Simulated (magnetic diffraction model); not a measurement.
# RbTmGa₃ below its ordering temperature

Space group I-4m2 (no. 119), a = 4.8300 Å, c = 12.7300 Å.

```csv
site,atom,x,y,z
2a,Tm,0,0,0
2d,Rb,1/2,0,1/4
2c,Ga,0,1/2,1/4
4e,Ga,0,0,0.3865
```

The compound is invented for this exercise: a known structure type with other elements, its cell scaled to their sizes and not relaxed.

Only Tm is taken to order (form factors of Tm3+); orders and moment sizes are assumed, and not adapted to the symmetry. Radiation: neutrons of λ = 2.41 Å, 8° to 90°; isotropic B of 0.31 Å² (Tm), 0.43 Å² (Rb) and 0.33 Å² (Ga). Simulated constant-wavelength pattern: nuclear and magnetic terms add, the magnetic one as |2.695 fm × Σ f S⊥ exp(2πi Q·r) exp(−B s²)|², summed over all Q at one angle with the factor 1/(sin²θ cos θ). For collinear order S is the moment m, which repeats by lattice and centring translations R with the sign exp(−2πi k·R). Free-ion form factors, Sears's scattering lengths of 1992, no absorption; a label names one of the reflections at its angle. The strongest nuclear line in the range is 100, and lines under 0.2 are left out.

Above the ordering temperature:

| 2θ (°) | index | I |
| --- | --- | --- |
| 21.83 | (0 0 2) | 5.2 |
| 30.95 | (1 0 1) | 6.1 |
| 41.32 | (1 1 0) | 6.1 |
| 44.42 | (1 0 3) | 44.8 |
| 44.50 | (0 0 4) | 2.8 |
| 47.21 | (1 1 2) | 100.0 |
| 59.86 | (2 0 0) | 78.9 |
| 62.34 | (1 1 4) | 51.6 |
| 64.51 | (2 0 2) | 2.9 |
| 64.69 | (1 0 5) | 44.8 |
| 68.92 | (2 1 1) | 3.1 |
| 69.22 | (0 0 6) | 4.4 |
| 77.51 | (2 1 3) | 37.7 |
| 77.56 | (2 0 4) | 4.7 |
| 83.92 | (1 1 6) | 18.0 |
| 89.76 | (2 2 0) | 46.8 |

Below it (cell unchanged):

| 2θ (°) | I |
| --- | --- |
| 10.86 | 110.0 |
| 21.83 | 5.2 |
| 28.89 | 15.2 |
| 30.95 | 6.1 |
| 32.99 | 11.6 |
| 36.50 | 25.6 |
| 41.32 | 6.1 |
| 42.85 | 14.4 |
| 44.42 | 44.8 |
| 44.50 | 2.8 |
| 47.21 | 100.0 |
| 53.86 | 11.6 |
| 53.93 | 14.1 |
| 56.50 | 3.8 |
| 59.86 | 78.9 |
| 61.04 | 6.7 |
| 62.34 | 51.6 |
| 64.51 | 2.9 |
| 64.69 | 44.8 |
| 67.82 | 5.2 |
| 68.92 | 3.1 |
| 69.22 | 4.4 |
| 70.08 | 6.1 |
| 72.19 | 10.1 |
| 72.36 | 7.5 |
| 76.68 | 7.5 |
| 77.51 | 37.7 |
| 77.56 | 4.7 |
| 83.00 | 1.8 |
| 83.92 | 18.0 |
| 84.79 | 8.9 |
| 86.90 | 4.8 |
| 89.76 | 46.8 |

**Question.** Find the propagation vector, then choose among these models:
A. collinear moments along [110], 4.5 μB on Tm
B. collinear moments along [101], 4.5 μB on Tm
C. collinear moments along [010], 4.5 μB on Tm

The new lines index as (0 0 1) at 10.86°, (1 0 0) at 28.89°, (0 0 3) at 32.99° and (1 0 2) at 36.50°, that is as H ± k with k = (0 0 1). The indices are whole but break the lattice centring, so the moments reverse under a centring translation, those with k·t a half-integer.

Magnetic intensity, observed (below minus above) and for each model:

| 2θ (°) | index | observed | A | B | C |
| --- | --- | --- | --- | --- | --- |
| 10.86 | (0 0 1) | 110.0 | 110.0 | 13.8 | 110.0 |
| 28.89 | (1 0 0) | 15.2 | 15.2 | 28.5 | 15.2 |
| 32.99 | (0 0 3) | 11.6 | 11.6 | 1.4 | 11.6 |
| 42.85 | (1 1 1) | 14.4 | 14.4 | 23.8 | 14.4 |
| 53.93 | (1 0 4) | 14.1 | 14.1 | 6.2 | 14.1 |
| 61.04 | (2 0 1) | 6.7 | 6.7 | 11.7 | 6.7 |
| 72.19 | (2 1 2) | 10.1 | 10.1 | 15.7 | 10.1 |
| 76.68 | (1 0 6) | 7.5 | 7.5 | 2.1 | 7.5 |

Models A and C match alike on every line, so these data can't choose among them (such ties are often domains of one structure): a powder sees only the angle between collinear moments and the unique axis of a uniaxial spin configuration, and no direction at all where the configuration is cubic.

The structure used: k = (0 0 1), collinear moments along [010], 4.5 μB on Tm.

[Logs are printed without paths, hosts, clocks, repeated set-up lines and the standing remarks that a program may print on its own settings, such as how far it seeks lower states.]
